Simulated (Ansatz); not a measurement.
# TiC (Fm-3m): thermal expansion from first principles

How much does TiC expand with temperature?

Experimental results on record:
- heat capacity C_P per formula unit 33.9 J/mol/K near room temperature (given in “High-Throughput Prediction of Finite-Temperature Properties using the Quasi-Harmonic Approximation”, 2016, arXiv:1603.06924)

Calculated with Ansatz 0.2.0; DFT PBEsol, scalar-relativistic, plane waves, PAW, in the first sound run; inputs show where later runs differ.

The database entry behind the starting cell differs from later determinations by our own check (0.1 to 0.3 % short, probably kX units), so it need not match the best structure at ambient conditions.

### 1. Starting point

Symmetry: Fm-3m, No. 225, cubic system. Conventional cell: a = 4.319 Å, b = 4.319 Å, c = 4.319 Å, α = 90.00°, β = 90.00°, γ = 90.00°. Nearest to Ti lie 6 C at 2.16 Å. Nearest to C lie 6 Ti at 2.16 Å. Farther neighbours are not listed.

### 2. Probe on a coarse mesh

Before spending time, one coarse run tells the gap and the pressure of the starting cell.

Input file input.yaml:

```yaml
crystal:
  lattice:
    - [0.0, 2.1593, 2.1593]
    - [2.1593, 0.0, 2.1593]
    - [2.1593, 2.1593, 0.0]
  atoms:
    - { symbol: Ti, position: [0.0, 0.0, 0.0] }
    - { symbol: C, position: [0.5, 0.5, 0.5] }
kpoints:
  mp_grid: { grid: [8, 8, 8] }
hamiltonian:
  xc: pbesol
scf:
  occupations: { method: gaussian, width: 0.1 }
  lower_state_search: "off"
output:
  forces: true
  stress: true
  eigenvalues: true
```

Run with:

```bash
$ ansatz run input.yaml --threads 8 --pin off --max-ram 16384MiB --backend cpu --events-out ev --progress --plain --runs-dir out
```

Numbers of over 12 decimals in the logs are rounded to 6 here.

The program printed:

```text
Engine: ansatz 0.2.0, aarch64-unknown-linux-gnu
Pseudopotentials: kind: paw
Pseudopotential: Ti, paw, valence charge 12, recommended cutoff 420 eV (normal), Ti.paw.azcp
Pseudopotential: C, paw, valence charge 4, recommended cutoff 420 eV (normal), C.paw.azcp
Functional definition: PBEsol
  exchange = pbesol_x
  correlation = pbesol_c
Crystal: 2 atoms, lattice volume = 20.136 Å³
Basis set: ecut = 420 eV, 411 PW (Γ), exchange–correlation on 48×48×48 points (8 copies of the dense FFT grid, shifted against one another)
Bands: 12, of which v1, the nominal top of the filled ones, is band 8 counted from 1 (7 counted from 0)
Symmetry: 48 space group operations
Space group: Fm-3m (ITA 225), of the structure as read, at distance tolerance 2.7e-5 Å
k-points: 29 of 512
Non-local potential: Ti, projectors of the file, l = 0: 3, l = 1: 2, l = 2: 3, l = 3: 1
Non-local potential: C, projectors of the file, l = 0: 2, l = 1: 2, l = 2: 1
PAW form: soft (Blöchl's): semilocal exchange-correlation on the pseudo side does not see the compensation charge
PAW frozen core: Ti, regenerated for the run's functional, and the local potential with it (the file was generated under x = pbe(κ = 0.804, μ = 0.219515), c = pbe(β = 0.066725))
PAW frozen core: C, regenerated for the run's functional, and the local potential with it (the file was generated under x = pbe(κ = 0.804, μ = 0.219515), c = pbe(β = 0.066725))
PAW one-centre angular grid: Ti, 590 points (default); XC on 64 Gauss nodes
PAW one-centre angular grid: C, 110 points (default); XC on 64 Gauss nodes
Initial density: superposition of atomic densities (neutral atoms: chi_scale 0, normalization atom), corrected by the library's trained network
Initial wavefunctions: pseudopotential atomic-orbital guess
Functional: x = pbesol(κ = 0.804, μ = 0.123457), c = pbesol(β = 0.046)
SCF iter   1: F=—  HF=-2722.418260 eV  |F-HF|=—  |Δ(HF+E_count)|=         —  Δρ=1.02e-2  dr2=2.33e-2  ethr=1.77e-3  ⟨swp⟩=4.4  Hψ=1730  notcnv=0
preconditioner: auto → none  [insulator: Δε(μ)=0.188 eV  Ē_g=7.917 eV  σ=0.100 eV  W_gap=0.57  n_scr=8 (ndim 8)  ℏωp=23.4 eV  f_vac=0.000  D(μ)=0.36/eV (n_scr^D=0)  ε∞_Penn≈9.7]
SCF iter   2: F=—  HF=-2722.413111 eV  |F-HF|=—  |Δ(HF+E_count)|=   5.15e-3  Δρ=3.70e-3  dr2=3.28e-3  ethr=1.46e-4  ⟨swp⟩=1.2  Hψ=589  notcnv=0
SCF iter   3: F=—  HF=-2722.412540 eV  |F-HF|=—  |Δ(HF+E_count)|=   5.71e-4  Δρ=6.19e-4  dr2=7.56e-5  ethr=2.05e-5  ⟨swp⟩=2.0  Hψ=391  notcnv=0  defer=2
SCF iter   4: F=—  HF=-2722.412527 eV  |F-HF|=—  |Δ(HF+E_count)|=   1.26e-5  Δρ=8.31e-5  dr2=7.57e-7  ethr=4.72e-7  ⟨swp⟩=2.0  Hψ=390  notcnv=0  defer=2
iter 5 did not close the SCF: its close was put off for the readings that it lacked (scf_convergence_deferred on its scf_iter line)
SCF iter   5: F=-2722.412527 eV  HF=-2722.412527 eV  |F-HF|=1.20e-8  |Δ(HF+E_count)|=   2.31e-7  Δρ=1.25e-5  dr2=2.40e-8  ethr=4.73e-9  ⟨swp⟩=2.1  Hψ=452  notcnv=0  defer=2
SCF iter   6: F=-2722.412527 eV  HF=-2722.412527 eV  |F-HF|=1.59e-10  |Δ(HF+E_count)|=  4.21e-10  Δρ=1.08e-6  dr2=2.17e-10  ethr=1.50e-10  ⟨swp⟩=2.1  Hψ=1126  notcnv=0
SCF 1 converged in 6 iterations: F = -2722.412527 eV  dr2 = 2.17e-10
  greatest PAW one-centre occupation: 0.999 electrons in one spin orbital (limit 2), on the Ti atom at site 0 (counted from 0), in its partial waves of l = 0
SCF converged after 6 iterations
Free energy (F): -2722.412527 eV
Harris-Foulkes:  -2722.412527 eV  (|F-HF|=1.59e-10)
Internal energy: -2722.410678 eV  (E = F + TS)
E sigma→0 (E₀):  -2722.411603 eV
Entropy (-TS):   -0.001849 eV (-0.925 meV/atom)
Fermi energy:    14.688530 eV
--- Per-component energies (eV) ---
  E_band       = -108.766999
  E_kinetic    = 362.118587
  E_local      = -770.143018  (includes V_loc(G=0)·N_el)
  E_nonlocal   = 33.255588
  E_hartree    = 312.239112
  E_xc         = -146.392176
  E_vxc        = -183.511364  (∫ρ·V_xc dr)
  E_paw        = -1116.243774  (= ΣΔE_a)
  E_vpaw       = -174.965110  (= ΣTr[D̂ρ^β])
  E_aug_tail   = 0.000135  (compensation charges beyond the density's cutoff)
  E_ewald      = -1397.405618
  E_core_change = 0.160485  (= ΣΔE_core)
  E_smearing   = -0.001849  (= −TS)
  E_closure    = 0.000000  (closes the sum)
  Σ components = -2722.412527   (vs F -2722.412527, Δ=0.00e0)
--- Forces (eV/Å), atoms counted from 1 ---
  atom   1  Ti    -0.00000000     0.00000000     0.00000000
  atom   2  C      0.00000000    -0.00000000    -0.00000000
  max |Σ_I F_I| component: 2.83e-30 eV/Å
--- Stress (GPa, compression-positive) ---
       -4.534522       0.000000       0.000000
       -0.000000      -4.534522      -0.000000
       -0.000000      -0.000000      -4.534522
  P = ⅓ Tr σ = -4.5345 GPa (-45.345 kbar)
--- Band table (eV; the first three rows and the last of 29) ---
  k-point 0: bands = [... 4 lower, 2.3196, 15.4060, 15.4060, 15.4060, 16.4493, 16.4493, 16.4493, 16.4921]
  k-point 1: bands = [... 4 lower, 2.6760, 14.0851, 14.4517, 14.4517, 15.8415, 15.8415, 17.0147, 18.5717]
  k-point 2: bands = [... 4 lower, 3.6568, 11.9700, 13.0253, 13.0253, 16.5119, 16.5119, 17.6012, 20.6811]
  k-point 28: bands = [... 4 lower, 5.2544, 11.5546, 11.5546, 12.0076, 17.5630, 17.5630, 18.3204, 19.9924]
```

Run time: 0.29 s. Hardware: 8 threads of Arm Neoverse V1, shared host; peak memory 0.29 GiB.

In the SCF lines HF is the Harris–Foulkes energy and dr2 the Hartree energy of the density residual, in eV; the loop may stop once dr2 is under the threshold and the program's other checks hold. Hψ counts applications of the Hamiltonian.

This step gave:

- pressure: -4.535 GPa
- volume per atom: 10.07 Å³/atom
- gap on the k-mesh: 0 eV

The start is under -4.5 GPa at this level and looks like a metal on this mesh.

### 3. Finding the static equilibrium

The vibrations must be taken about the equilibrium of this functional, not about the starting cell, so the structure is relaxed.

input.yaml: that of step 2 with these lines changed.

```diff
@@ -9,3 +9,3 @@
 kpoints:
-  mp_grid: { grid: [8, 8, 8] }
+  mp_grid: { grid: [16, 16, 16] }
 hamiltonian:
@@ -19 +19,6 @@
   eigenvalues: true
+relax:
+  adjacent_minimum: "off"
+  f_tol: 0.005
+  max_steps: 80
+  cell: { stress_tol: 0.05 }
```

The program printed:

```text
[...]
Crystal: 2 atoms, lattice volume = 20.136 Å³
Basis set: ecut = 420 eV, 411 PW (Γ), exchange–correlation on 48×48×48 points (8 copies of the dense FFT grid, shifted against one another)
Bands: 12, of which v1, the nominal top of the filled ones, is band 8 counted from 1 (7 counted from 0)
Symmetry: 48 space group operations
[...]
k-points: 145 of 4096
[...]
SCF iter   1: F=—  HF=-2722.420580 eV  |F-HF|=—  |Δ(HF+E_count)|=         —  Δρ=1.05e-2  dr2=2.50e-2  ethr=1.77e-3  ⟨swp⟩=4.3  Hψ=8658  notcnv=0
[...]
SCF iter   6: F=-2722.414459 eV  HF=-2722.414459 eV  |F-HF|=4.55e-13  |Δ(HF+E_count)|=   1.79e-9  Δρ=4.82e-7  dr2=1.86e-11  ethr=6.77e-11  ⟨swp⟩=2.0  Hψ=5185  notcnv=0
SCF 1 converged in 6 iterations: F = -2722.414459 eV  dr2 = 1.86e-11
[...]
relax step   1: F+E_penalty+E_count = -2722.41445866 eV  Δ(F+E_penalty+E_count) = +0.000e0 eV  max|allowed force component| = 2.353e-29 eV/Å  Δτ_max = 0.0000 Å  P = -4.559 GPa  Ω = 20.136 Å³  (6 SCF iters, dr2 threshold 1.00e-7 eV, accepted)
Crystal: 2 atoms, lattice volume = 19.826 Å³
Basis set: ecut = 420 eV, 387 PW (Γ), exchange–correlation on 48×48×48 points (8 copies of the dense FFT grid, shifted against one another)
[...]
iter 1 solved again at ethr=2.28e-5 eV; its pass at ethr=3.10e-3 eV (dr2=3.65e-3 eV) is discarded
[...]
SCF iter   6: F=-2722.419959 eV  HF=-2722.419959 eV  |F-HF|=7.73e-12  |Δ(HF+E_count)|=  6.82e-11  Δρ=2.65e-7  dr2=7.93e-12  ethr=1.00e-12  ⟨swp⟩=1.0  Hψ=5272  notcnv=0
SCF 2 converged in 6 iterations: F = -2722.419959 eV  dr2 = 7.93e-12
relax step   2: F+E_penalty+E_count = -2722.41995889 eV  Δ(F+E_penalty+E_count) = -5.500e-3 eV  max|allowed force component| = 1.223e-29 eV/Å  Δτ_max = 0.0000 Å  P = -0.538 GPa  Ω = 19.826 Å³  energy of the carried Pulay correction = +5.148e-4 eV  (6 SCF iters, dr2 threshold 2.00e-7 eV, accepted)
Crystal: 2 atoms, lattice volume = 19.785 Å³
[...]
SCF iter   6: F=-2722.420094 eV  HF=-2722.420094 eV  |F-HF|=4.55e-13  |Δ(HF+E_count)|=  1.36e-12  Δρ=4.93e-8  dr2=4.00e-13  ethr=1.00e-12  ⟨swp⟩=1.0  Hψ=4060  notcnv=0
SCF 3 converged in 6 iterations: F = -2722.420094 eV  dr2 = 4.00e-13
relax step   3: F+E_penalty+E_count = -2722.42009389 eV  Δ(F+E_penalty+E_count) = -1.350e-4 eV  max|allowed force component| = 7.560e-31 eV/Å  Δτ_max = 0.0000 Å  P = +0.014 GPa  Ω = 19.785 Å³  energy of the carried Pulay correction = +5.830e-4 eV  (6 SCF iters, dr2 threshold 2.00e-7 eV, accepted)
[...]
SCF iter   8: F=-2722.419545 eV  HF=-2722.419545 eV  |F-HF|=4.55e-13  |Δ(HF+E_count)|=    0.00e0  Δρ=2.22e-10  dr2=7.90e-18  ethr=1.00e-12  ⟨swp⟩=1.9  Hψ=4305  notcnv=0
SCF 4 converged in 8 iterations: F = -2722.419545 eV  dr2 = 7.90e-18
relax step   4: F+E_penalty+E_count = -2722.41954507 eV  Δ(F+E_penalty+E_count) = +5.488e-4 eV  max|allowed force component| = 3.320e-30 eV/Å  Δτ_max = 0.0000 Å  P = -0.023 GPa  Ω = 19.785 Å³  stress off target by 2.32e-2 GPa  SCF on the basis re-selected at this cell (its energy is not comparable with the rows above)  (8 SCF iters)
basis re-selected at this cell: Δ(F+E_penalty+E_count) = +5.488e-4 eV, ΔP = -0.037 GPa vs the last step (what re-selecting the basis moved, of the pressure what is left beyond the Pulay correction that the steps carried, after the strain that the cell walked since its last selection, with what the two solves' SCF thresholds leave and, on support functions, any second-order correction that the steps lacked; it is no m [...]
SCF converged after 8 iterations
Free energy (F): -2722.419545 eV
[...]
Internal energy: -2722.417594 eV  (E = F + TS)
E sigma→0 (E₀):  -2722.418570 eV
Entropy (-TS):   -0.001951 eV (-0.975 meV/atom)
Fermi energy:    15.028510 eV
[...]
--- Stress (GPa, compression-positive) ---
       -0.023234      -0.000000       0.000000
       -0.000000      -0.023234      -0.000000
       -0.000000      -0.000000      -0.023234
  P = ⅓ Tr σ = -0.0232 GPa (-0.232 kbar)
--- Band table (eV; the first three rows and the last of 145) ---
  k-point 0: bands = [... 4 lower, 2.5424, 15.7182, 15.7182, 15.7182, 16.7738, 16.7738, 16.7738, 16.8366]
  k-point 1: bands = [... 4 lower, 2.6350, 15.2683, 15.5221, 15.5221, 16.0955, 16.0955, 17.0184, 17.8472]
  k-point 2: bands = [... 4 lower, 2.9067, 14.3754, 14.7461, 14.7461, 16.1652, 16.1652, 17.3605, 18.9482]
  k-point 144: bands = [... 4 lower, 5.5091, 11.8264, 11.8264, 12.2699, 17.9286, 17.9286, 18.7161, 20.4487]
--- Relaxed structure (3 steps of the walk, 3 accepted, 1 SCFs on fresh bases) ---
  F+E_penalty+E_count = -2722.41954507 eV   max|allowed force component| = 3.320e-30 eV/Å   (the final SCF, on the basis selected at the relaxed cell)
  cell:  # Å, volume = 19.7848 Å³
    - [0, 2.146678, 2.146678]
    - [2.146678, 0, 2.146678]
    - [2.146678, 2.146678, 0]
  atoms:
    - { symbol: Ti, position: [0, 0, 0] }
    - { symbol: C, position: [0.5, 0.5, 0.5] }
```

Wall time 1.9 s (8 threads); peak memory 0.36 GiB; 11 s of CPU time.

Step by step:

```csv
step,energy less that of the first step (eV),largest force component (eV/Å),pressure (GPa),volume (Å³)
1,0.0000,0.0000,-4.56,20.14
2,-0.0055,0.0000,-0.54,19.83
3,-0.0056,0.0000,0.01,19.78
4*,-0.0051,0.0000,-0.02,19.78
```

Relaxation steps marked * repeat the geometry before them on a plane-wave basis chosen anew for their cell, so energy and pressure can jump there.

The run keeps the 48 symmetry operations that it works with, so distortions that break them were not tested.

```csv
"conventional cell, symmetrised",before,after,change
a (Å),4.319,4.293,-0.6 %
b (Å),4.319,4.293,-0.6 %
c (Å),4.319,4.293,-0.6 %
volume (Å³/atom),10.07,9.89,-1.7 %
```

Final coordinates:

```
Ti C
1.0
     0.00000    2.14668    2.14668
     2.14668    0.00000    2.14668
     2.14668    2.14668    0.00000
Ti C
1 1
Direct
  0.00000 0.00000 0.00000
  0.50000 0.50000 0.50000
```

Numbers from this step:

* pressure: -0.02323 GPa
* volume per atom: 9.892 Å³/atom

The relaxation ends with a pressure of -0.02 GPa.

### 4. Tight relaxation

The thresholds are tightened for a last relaxation ahead of the phonons, and where mesh or smearing change with them the cell follows.

input.yaml, the sections that differ from step 3:

```yaml
crystal:
  lattice:
    - [0.0, 2.1466778628, 2.1466778628]
    - [2.1466778628, 0.0, 2.1466778628]
    - [2.1466778628, 2.1466778628, 0.0]
  atoms:
    - { symbol: Ti, position: [0.0, 0.0, 0.0] }
    - { symbol: C, position: [0.5, 0.5, 0.5] }
scf:
  occupations: { method: methfessel_paxton, width: 0.2 }
  lower_state_search: "off"
relax:
  adjacent_minimum: "off"
  f_tol: 0.001
  max_steps: 60
  cell: { stress_tol: 0.01 }
# kpoints, hamiltonian, output: as in step 3
```

The program printed:

```text
[...]
Crystal: 2 atoms, lattice volume = 19.785 Å³
Basis set: ecut = 420 eV, 387 PW (Γ), exchange–correlation on 48×48×48 points (8 copies of the dense FFT grid, shifted against one another)
Bands: 12, of which v1, the nominal top of the filled ones, is band 8 counted from 1 (7 counted from 0)
Symmetry: 48 space group operations
[...]
k-points: 145 of 4096
[...]
k-point 144: bands = [... 4 lower, 5.5106, 11.8277, 11.8277, 12.2712, 17.9300, 17.9300, 18.7173, 20.4503]
--- Relaxed structure (2 steps of the walk, 2 accepted, 1 SCFs on fresh bases) ---
[...]
cell:  # Å, volume = 19.7833 Å³
    - [0, 2.146624, 2.146624]
    - [2.146624, 0, 2.146624]
    - [2.146624, 2.146624, 0]
  atoms:
    - { symbol: Ti, position: [0, 0, 0] }
    - { symbol: C, position: [0.500000, 0.500000, 0.500000] }
[key lines of the parts left out:]
SCF converged after 3 iterations
Free energy (F): -2722.418902 eV
Fermi energy:    15.032167 eV
P = ⅓ Tr σ = -0.0028 GPa (-0.028 kbar)
```

Run time: 1.3 s. Hardware: 8 threads; peak memory 0.36 GiB.

Little changed from the start: no atom moved by 0.005 Å and no cell edge by 0.1 %.

This step gave:

```yaml
pressure: -0.002844 GPa
```

The residual pressure is -0.0028 GPa, small enough for phonons.

[end of part 1 of 3]

[Logs are printed without paths, hosts, clocks, repeated set-up lines and the standing remarks that a program may print on its own settings, such as how far it seeks lower states.]

[Hosts, paths, dates, database ids (printed as entryN), source tags and the programs' standing remarks are cut or masked in the printed files.]

[A step with changed settings may run another functional than the one named; its input shows which.]
